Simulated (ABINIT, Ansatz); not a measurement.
**WS2 (Tungstenite): G0W0 on several meshes in ABINIT**

Wanted: mesh dependence and cost of G0W0 for WS2 (Tungstenite).

Program: ABINIT 10.8.3. Level of theory: PBE and many-body steps on it, plane waves. Results are calculated unless marked as measured.

## 1. Starting point

Symmetry: P6_3/mmc, No. 194, hexagonal system. The conventional cell has a = 3.153 Å, b = 3.153 Å, c = 12.323 Å, α = 90.00°, β = 90.00°, γ = 120.00°. Nearest to W lie 6 S at 2.40 Å. Nearest to S lie 3 W at 2.40 Å. Farther neighbours and most contacts between anions are not listed.

The cell and positions come from the Crystallography Open Database and are kept as given unless a step says otherwise. Spin-orbit coupling is left out unless a step names it.

## 2. Empty states on the mesh, 6×6×1 mesh, 715 bands

This step: ABINIT 10.8.3; DFT, PBE, plane waves, norm-conserving pseudopotentials.

The sums over transitions need many empty states on a uniform mesh; this step solves for them.

Contents of run.abi:

```
acell 3*1.0 Angstrom
rprim 
  3.153199999992 0.000000000002 0.000000000000
  -1.576599999998 2.730751303206 0.000000000000
  0.000000000000 0.000000000000 12.323000000000
ntypat 2
znucl 74 16
natom 6
typat 1 1 2 2 2 2
xred 
  0.333333333333 0.666666666667 0.250000000000
  0.666666666667 0.333333333333 0.750000000000
  0.333333333333 0.666666666667 0.622500000000
  0.666666666667 0.333333333333 0.122500000000
  0.333333333333 0.666666666667 0.877500000000
  0.666666666667 0.333333333333 0.377500000000
pp_dirpath "pseudos"
pseudos "W.upf, S.upf"
ecut 31
ngkpt 6 6 1
nshiftk 1
shiftk 0 0 0
kptopt 1
chksymbreak 0
irdden 1
istwfk *1
nband 715
prtvol 0
optdriver 6
gwr_task "HDIAGO"
paral_kgb 0
occopt 1
indata_prefix "in"
outdata_prefix "out"
tmpdata_prefix "tmp"
```

Started as:

```console
OMP_NUM_THREADS=1 mpirun -n 8 abinit run.abi > log
```

What it wrote:

```text
.Version 10.8.3 of ABINIT. v10.8.2 released Aug 2026.

 Symmetries : space group P6_3/m m c (#194); Bravais hP (primitive hexag.)
[... echo of the input left out ...]
== DATASET  1 ==================================================================
-   mpi_nproc: 8, omp_nthreads: 1 (-1 if OMP is not activated)

--- !DatasetInfo
iteration_state: {dtset: 1, }
dimensions: {natom: 6, nkpt: 7, mband: 715, nsppol: 1, nspinor: 1, nspden: 1, mpw: 5929, }
cutoff_energies: {ecut:  31.0, pawecutdg:  -1.0, }
[...]
Indirect band gap semiconductor
 Fundamental gap:     0.981 (eV)
   VBM:     9.509 (eV) at k: [ 0.0000E+00,  0.0000E+00,  0.0000E+00]
   CBM:    10.490 (eV) at k: [ 1.6667E-01,  1.6667E-01,  0.0000E+00]
 Direct gap:         1.837 (eV) at k: [ 3.3333E-01,  3.3333E-01,  0.0000E+00]

== END DATASET(S) ==============================================================
================================================================================

 -outvars: echo values of variables after computation  --------
           etotal      0.0000000000E+00
            nband         715
             nkpt           7
          spgroup         194
 [... the other variables as echoed above ...]

 Calculation completed.
```

It took 2.3 min on 8 MPI ranks of Arm Neoverse V2, shared host; peak memory 15 GiB; 18 min of CPU time.

Numbers from this step:

```yaml
gap: 0.9806 eV
k_of_the_valence_top: 0, 0, 0
k_of_the_conduction_bottom: 0.1667, 0.1667, 0
least_direct_gap: 1.837 eV
k_points_computed: 7
lowest_point_of_the_top_converged_band_above_the_valence_top: 182.8238 eV
```

On this mesh the gap is 0.981 eV.

The density comes from a self-consistent run that is not shown.

## 3. Screening, 6×6×1 mesh, 303 bands, screening to 176.9 eV

The RPA dielectric matrix is built and inverted for each q.

This step: RPA screening on PBE, plane waves, norm-conserving pseudopotentials.

run.abi: that of step 2 with these lines changed.

```diff
@@ -24,10 +24,11 @@
 chksymbreak 0
-irdden 1
 istwfk *1
-nband 715
-prtvol 0
-optdriver 6
-gwr_task "HDIAGO"
-paral_kgb 0
 occopt 1
+irdwfk 1
+optdriver 3
+nband 303
+ecuteps 6.5
+inclvkb 2
+awtr 1
+symchi 1
 indata_prefix "in"
```

What it wrote:

```text
.Version 10.8.3 of ABINIT. v10.8.2 released Aug 2026.

 Symmetries : space group P6_3/m m c (#194); Bravais hP (primitive hexag.)
[... echo of the input left out ...]
== DATASET  1 ==================================================================
-   mpi_nproc: 8, omp_nthreads: 1 (-1 if OMP is not activated)

--- !DatasetInfo
iteration_state: {dtset: 1, }
dimensions: {natom: 6, nkpt: 7, mband: 303, nsppol: 1, nspinor: 1, nspden: 1, mpw: 5929, }
cutoff_energies: {ecut:  31.0, pawecutdg:  -1.0, }
electrons: {nelect:   5.20000000E+01, charge:   0.00000000E+00, occopt:   1.00000000E+00, tsmear:   1.00000000E-02, }

 SCREENING: Calculation of the susceptibility and dielectric matrices

 Based on a program developped by R.W. Godby, V. Olevano, G. Onida, and L. Reining.
 Incorporated in ABINIT by V. Olevano, G.-M. Rignanese, and M. Torrent.
.Using double precision arithmetic ; gwpc =  8

[... cell and pseudopotentials left out ...]
--------------------------------------------------------------------------------

 ==== K-mesh for the wavefunctions ====
 Number of points in the irreducible wedge :     7
[... list of points left out ...]
 Together with 24 symmetry operations and time-reversal symmetry
 yields    36 points in the full Brillouin Zone.

 ==== Q-mesh for the screening function ====
 Number of points in the irreducible wedge :     7
[... list of points left out ...]
 Together with 24 symmetry operations and time-reversal symmetry
 yields    36 points in the full Brillouin Zone.

 setmesh: FFT mesh size selected  =    20x   20x   90
          total number of points  =        36000

 vcoul_init : cutoff-mode = AUXILIARY_FUNCTION
 q-points for optical limit:   1
     1)      0.000010    0.000020    0.000030

- screening: taking advantage of time-reversal symmetry
- Maximum band index for partially occupied states nbvw = 26
- Remaining bands to be divided among processors   nbcw = 277
- Number of bands treated by each node ~34

 Number of electrons calculated from density =   52.0000; Expected =   52.0000
 average of density, n =  0.072620
 r_s =    1.4869
 omega_plasma =   25.9946 [eV]

 calculating chi0 at frequencies [eV] :
  1    0.000000E+00    0.000000E+00
  2    0.000000E+00    2.599465E+01

--------------------------------------------------------------------------------
  q-point number  1        q = ( 0.000000, 0.000000, 0.000000) [r.l.u.]
--------------------------------------------------------------------------------
[... chi0 elements left out ...]
 For q-point:  0.000010 0.000020 0.000030
  dielectric constant =  13.5116
  dielectric constant without local fields =  15.0823

  Average fulfillment of the sum rule on Im[epsilon] for q-point    1 :     91.01  [%]
[... wings left out ...]
  q-point number  2        q = ( 0.166667, 0.000000, 0.000000) [r.l.u.]
--------------------------------------------------------------------------------
[... chi0 elements left out ...]
  Average fulfillment of the sum rule on Im[epsilon] for q-point    2 :     92.49  [%]

 [... 5 further q-points ...]
```

Wall time 3 min (8 MPI ranks); peak memory 3.4 GiB; 24 min of CPU time.

This step gave:

* ε∞ with local fields, on this mesh, along the program's q direction: 13.51
* the same without local fields: 15.08
* plasma frequency: 25.99 eV
* plane waves in the screening matrix: 573

Local fields lower ε∞ by 10 %. On a Γ-centred mesh this coarse the value itself is usually too large, while a short band sum pulls it down.

## 4. 6×6×1

The self-energy is evaluated for the states that the input lists, and the levels follow from it, in one-shot runs by the linearised quasiparticle equation.

This step: G0W0 on PBE, plane waves, norm-conserving pseudopotentials.

run.abi: that of step 3 with these lines changed.

```diff
@@ -27,8 +27,19 @@
 irdwfk 1
-optdriver 3
+optdriver 4
 nband 303
+gwcalctyp 0
+ecutsigx 31
+symsigma 1
+nkptgw 3
+kptgw 
+  0.0000000000 0.0000000000 0.0000000000
+  0.1666666667 0.1666666667 0.0000000000
+  0.3333333333 0.3333333333 0.0000000000
+bdgw 
+  25 28
+  25 28
+  25 28
 ecuteps 6.5
-inclvkb 2
-awtr 1
-symchi 1
+irdscr 1
+ppmodel 1
 indata_prefix "in"
```

What it wrote:

```text
.Version 10.8.3 of ABINIT. v10.8.2 released Aug 2026.

 Symmetries : space group P6_3/m m c (#194); Bravais hP (primitive hexag.)
[... echo of the input left out ...]
== DATASET  1 ==================================================================
-   mpi_nproc: 8, omp_nthreads: 1 (-1 if OMP is not activated)

--- !DatasetInfo
iteration_state: {dtset: 1, }
dimensions: {natom: 6, nkpt: 7, mband: 303, nsppol: 1, nspinor: 1, nspden: 1, mpw: 5929, }
cutoff_energies: {ecut:  31.0, pawecutdg:  -1.0, }
electrons: {nelect:   5.20000000E+01, charge:   0.00000000E+00, occopt:   1.00000000E+00, tsmear:   1.00000000E-02, }

 SIGMA: Calculation of the GW corrections

 Based on a program developped by R.W. Godby, V. Olevano, G. Onida, and L. Reining.
 Incorporated in ABINIT by V. Olevano, G.-M. Rignanese, and M. Torrent.
.Using double precision arithmetic ; gwpc =  8

[... cell and pseudopotentials left out ...]
--------------------------------------------------------------------------------

 ==== K-mesh for the wavefunctions ====
 Number of points in the irreducible wedge :     7
[... list of points left out ...]
 Together with 24 symmetry operations and time-reversal symmetry
 yields    36 points in the full Brillouin Zone.

 ==== Q-mesh for screening function ====
 Number of points in the irreducible wedge :     7
[... list of points left out ...]
 Together with 24 symmetry operations and time-reversal symmetry
 yields    36 points in the full Brillouin Zone.

 vcoul_init : cutoff-mode = AUXILIARY_FUNCTION
 q-points for optical limit:   1
     1)      0.000010    0.000020    0.000030
 setmesh: FFT mesh size selected  =    25x   25x  120
          total number of points  =        75000

 Number of electrons calculated from density =   52.0000; Expected =   52.0000
 average of density, n =  0.072620
 r_s =    1.4869
 omega_plasma =   25.9946 [eV]

 === KS Band Gaps ===
  >>>> For spin  1
   Minimum direct gap =   1.8369 [eV], located at k-point      :   0.3333  0.3333  0.0000
   Fundamental gap    =   0.9806 [eV], Top of valence bands at :   0.0000  0.0000  0.0000
                                       Bottom of conduction at :   0.1667  0.1667  0.0000
 SIGMA fundamental parameters:
 PLASMON POLE MODEL  1
 number of plane-waves for SigmaX                 5885
 number of plane-waves for SigmaC and W            573
 number of plane-waves for wavefunctions          5885
 number of bands                                   303
 number of independent spin polarizations            1
 number of spinorial components                      1
 number of k-points in IBZ                           7
 number of q-points in IBZ                           7
 number of symmetry operations                      24
 number of k-points in BZ                           36
 number of q-points in BZ                           36
 number of frequencies for dSigma/dE                 9
 frequency step for dSigma/dE [eV]                0.25
 number of omega for Sigma on real axis              0
 max omega for Sigma on real axis  [eV]           0.00
 zcut for avoiding poles [eV]                     0.10

 EPSILON^-1 parameters (SCR file):
 dimension of the eps^-1 matrix on file            573
 dimension of the eps^-1 matrix used               573
 number of plane-waves for wavefunctions          5885
 number of bands                                   303
 number of q-points in IBZ                           7
 number of frequencies                               2
 number of real frequencies                          1
 number of imag frequencies                          1

 matrix elements of self-energy operator (all in [eV])

 Perturbative Calculation

--- !SelfEnergy_ee
iteration_state: {dtset: 1, }
kpoint     : [   0.000,    0.000,    0.000, ]
spin       : 1
KS_gap     :    2.311
QP_gap     :    2.761
Delta_QP_KS:    0.450
data: !SigmaeeData |
     Band     E0 <VxcDFT>   SigX SigC(E0)      Z dSigC/dE  Sig(E)    E-E0       E
       25   8.288 -14.458 -15.573   0.949   0.787  -0.271 -14.589  -0.131   8.157
       26   9.509 -15.590 -16.105   0.435   0.784  -0.276 -15.652  -0.063   9.446
       27  11.820 -15.225 -10.553  -4.180   0.787  -0.271 -14.838   0.387  12.207
       28  11.820 -15.225 -10.553  -4.180   0.787  -0.271 -14.838   0.387  12.207

--- !SelfEnergy_ee
iteration_state: {dtset: 1, }
kpoint     : [   0.167,    0.167,    0.000, ]
spin       : 1
KS_gap     :    2.486
QP_gap     :    2.854
Delta_QP_KS:    0.368
data: !SigmaeeData |
     Band     E0 <VxcDFT>   SigX SigC(E0)      Z dSigC/dE  Sig(E)    E-E0       E
       25   7.976 -15.191 -16.569   1.225   0.783  -0.278 -15.311  -0.120   7.856
       26   8.004 -15.258 -16.559   1.189   0.783  -0.278 -15.346  -0.088   7.916
[...]
--- !SelfEnergy_ee
iteration_state: {dtset: 1, }
kpoint     : [   0.333,    0.333,    0.000, ]
spin       : 1
KS_gap     :    1.837
QP_gap     :    2.395
Delta_QP_KS:    0.558
data: !SigmaeeData |
     Band     E0 <VxcDFT>   SigX SigC(E0)      Z dSigC/dE  Sig(E)    E-E0       E
[...]
26   8.977 -15.421 -15.957   0.483   0.787  -0.271 -15.463  -0.042   8.935
       27  10.814 -16.363 -11.961  -3.747   0.787  -0.271 -15.847   0.516  11.330
       28  10.814 -16.363 -11.961  -3.747   0.787  -0.271 -15.847   0.516  11.330

== END DATASET(S) ==============================================================
================================================================================

 -outvars: echo values of variables after computation  --------
           etotal      0.0000000000E+00
            nband         303
             nkpt           7
          spgroup         194
 [... the other variables as echoed above ...]

 Calculation completed.
```

Run time: 77 s. Hardware: 8 MPI ranks; peak memory 3.3 GiB; 10 min of CPU time.

Numbers from this step:

```yaml
g0w0_gap_on_the_points_computed: 1.324 eV
starting_gap_on_the_mesh: 0.9806 eV
k_of_the_valence_top: 0, 0, 0
k_of_the_conduction_bottom: 0.1667, 0.1667, 0
z_at_the_valence_top: 0.784
z_at_the_conduction_bottom: 0.793
least_direct_g0w0_gap_on_the_computed_points: 2.395 eV
```

The gap on the mesh goes from 0.98 eV to 1.32 eV, a correction of +0.34 eV.

## 5. Empty states on the mesh, 3×3×1 mesh, 311 bands

This step: DFT, PBE, plane waves, norm-conserving pseudopotentials.

run.abi: that of step 4 with these lines changed.

```diff
@@ -19,3 +19,3 @@
 ecut 31
-ngkpt 6 6 1
+ngkpt 3 3 1
 nshiftk 1
@@ -24,22 +24,10 @@
 chksymbreak 0
+irdden 1
 istwfk *1
+nband 311
+prtvol 0
+optdriver 6
+gwr_task "HDIAGO"
+paral_kgb 0
 occopt 1
-irdwfk 1
-optdriver 4
-nband 303
-gwcalctyp 0
-ecutsigx 31
-symsigma 1
-nkptgw 3
-kptgw 
-  0.0000000000 0.0000000000 0.0000000000
-  0.1666666667 0.1666666667 0.0000000000
-  0.3333333333 0.3333333333 0.0000000000
-bdgw 
-  25 28
-  25 28
-  25 28
-ecuteps 6.5
-irdscr 1
-ppmodel 1
 indata_prefix "in"
```

What it wrote:

```text
[banner, memory and clock lines left out]
.Version 10.8.3 of ABINIT. v10.8.2 released Aug 2026.

 Symmetries : space group P6_3/m m c (#194); Bravais hP (primitive hexag.)
[... echo of the input left out ...]
== DATASET  1 ==================================================================
-   mpi_nproc: 8, omp_nthreads: 1 (-1 if OMP is not activated)

--- !DatasetInfo
iteration_state: {dtset: 1, }
dimensions: {natom: 6, nkpt: 3, mband: 311, nsppol: 1, nspinor: 1, nspden: 1, mpw: 5917, }
cutoff_energies: {ecut:  31.0, pawecutdg:  -1.0, }
[...]
Integrated=    5.2000E+01

 === KS gaps after direct diagonalization ===
 Indirect band gap semiconductor
 Fundamental gap:     1.305 (eV)
   VBM:     9.509 (eV) at k: [ 0.0000E+00,  0.0000E+00,  0.0000E+00]
   CBM:    10.814 (eV) at k: [ 3.3333E-01,  3.3333E-01,  0.0000E+00]
 Direct gap:         1.837 (eV) at k: [ 3.3333E-01,  3.3333E-01,  0.0000E+00]

== END DATASET(S) ==============================================================

 -outvars: echo values of variables after computation  --------
           etotal      0.0000000000E+00
            nband         311
             nkpt           3
          spgroup         194
 [... the other variables as echoed above ...]

 Calculation completed.
```

Run time: 57 s. Hardware: 8 MPI ranks; peak memory 11 GiB.

This step gave:

| Quantity | Value |
| --- | --- |
| gap | 1.305 eV |
| k of the valence top | 0, 0, 0 |
| k of the conduction bottom | 0.3333, 0.3333, 0 |
| least direct gap | 1.837 eV |
| k points computed | 3 |
| lowest point of the top converged band, above the valence top | 97.4934 eV |

On this mesh the gap is 1.305 eV.

## 6. Screening, 3×3×1 mesh, 303 bands, screening to 176.9 eV

This step: RPA screening on PBE, plane waves, norm-conserving pseudopotentials.

run.abi: that of step 5 with these lines changed.

```diff
@@ -24,10 +24,11 @@
 chksymbreak 0
-irdden 1
 istwfk *1
-nband 311
-prtvol 0
-optdriver 6
-gwr_task "HDIAGO"
-paral_kgb 0
 occopt 1
+irdwfk 1
+optdriver 3
+nband 303
+ecuteps 6.5
+inclvkb 2
+awtr 1
+symchi 1
 indata_prefix "in"
```

What it wrote:

```text
.Version 10.8.3 of ABINIT. v10.8.2 released Aug 2026.

 Symmetries : space group P6_3/m m c (#194); Bravais hP (primitive hexag.)
[... echo of the input left out ...]
== DATASET  1 ==================================================================
-   mpi_nproc: 8, omp_nthreads: 1 (-1 if OMP is not activated)

--- !DatasetInfo
iteration_state: {dtset: 1, }
dimensions: {natom: 6, nkpt: 3, mband: 303, nsppol: 1, nspinor: 1, nspden: 1, mpw: 5917, }
cutoff_energies: {ecut:  31.0, pawecutdg:  -1.0, }
electrons: {nelect:   5.20000000E+01, charge:   0.00000000E+00, occopt:   1.00000000E+00, tsmear:   1.00000000E-02, }

 SCREENING: Calculation of the susceptibility and dielectric matrices

 Based on a program developped by R.W. Godby, V. Olevano, G. Onida, and L. Reining.
 Incorporated in ABINIT by V. Olevano, G.-M. Rignanese, and M. Torrent.
.Using double precision arithmetic ; gwpc =  8

[... cell and pseudopotentials left out ...]
--------------------------------------------------------------------------------

 ==== K-mesh for the wavefunctions ====
 Number of points in the irreducible wedge :     3
[... list of points left out ...]
 Together with 24 symmetry operations and time-reversal symmetry
 yields     9 points in the full Brillouin Zone.

 ==== Q-mesh for the screening function ====
 Number of points in the irreducible wedge :     3
[... list of points left out ...]
 Together with 24 symmetry operations and time-reversal symmetry
 yields     9 points in the full Brillouin Zone.

 setmesh: FFT mesh size selected  =    20x   20x   90
          total number of points  =        36000

 vcoul_init : cutoff-mode = AUXILIARY_FUNCTION
 q-points for optical limit:   1
     1)      0.000010    0.000020    0.000030

- screening: taking advantage of time-reversal symmetry
- Maximum band index for partially occupied states nbvw = 26
- Remaining bands to be divided among processors   nbcw = 277
- Number of bands treated by each node ~34

 Number of electrons calculated from density =   52.0000; Expected =   52.0000
 average of density, n =  0.072620
 r_s =    1.4869
 omega_plasma =   25.9946 [eV]

 calculating chi0 at frequencies [eV] :
  1    0.000000E+00    0.000000E+00
  2    0.000000E+00    2.599465E+01

--------------------------------------------------------------------------------
  q-point number  1        q = ( 0.000000, 0.000000, 0.000000) [r.l.u.]
--------------------------------------------------------------------------------
[... chi0 elements left out ...]
 For q-point:  0.000010 0.000020 0.000030
  dielectric constant =  17.3553
  dielectric constant without local fields =  19.4889

  Average fulfillment of the sum rule on Im[epsilon] for q-point    1 :     90.99  [%]
[... wings left out ...]
  q-point number  2        q = ( 0.333333, 0.000000, 0.000000) [r.l.u.]
--------------------------------------------------------------------------------
[... chi0 elements left out ...]
  Average fulfillment of the sum rule on Im[epsilon] for q-point    2 :     89.10  [%]

 [... 1 further q-points ...]
```

The job ended after 36 s (8 MPI ranks; peak memory 2.1 GiB; 4.8 min of CPU time).

This step gave:

```
ε∞ with local fields, on this mesh, along the program's q direction : 17.36
the same without local fields                                       : 19.49
plasma frequency                                                    : 25.99 eV
plane waves in the screening matrix                                 : 573
```

(Continued in part 2 of 2.)

[Paths, hosts, dates, memory and timing lines, banners, echoed tables and standing remarks are left out of the program output.]

[Logs are printed without paths, hosts, clocks, repeated set-up lines and the standing remarks that a program may print on its own settings, such as how far it seeks lower states.]

[Runs of the session that timed out or met a known fault of the program may be left out.]

[Hosts, paths, dates, database ids (printed as entryN), source tags and the programs' standing remarks are cut or masked in the printed files.]

[G0W0 gaps are taken among the corrected bands and points alone; a level outside them can change the order at an edge.]

[Where Ansatz stands beside ABINIT at settings called matched, ABINIT's density can come from a denser mesh and the files from another edition; pairs whose starting gaps differed by over 0.03 eV were left out, so agreement reads better than it is.]
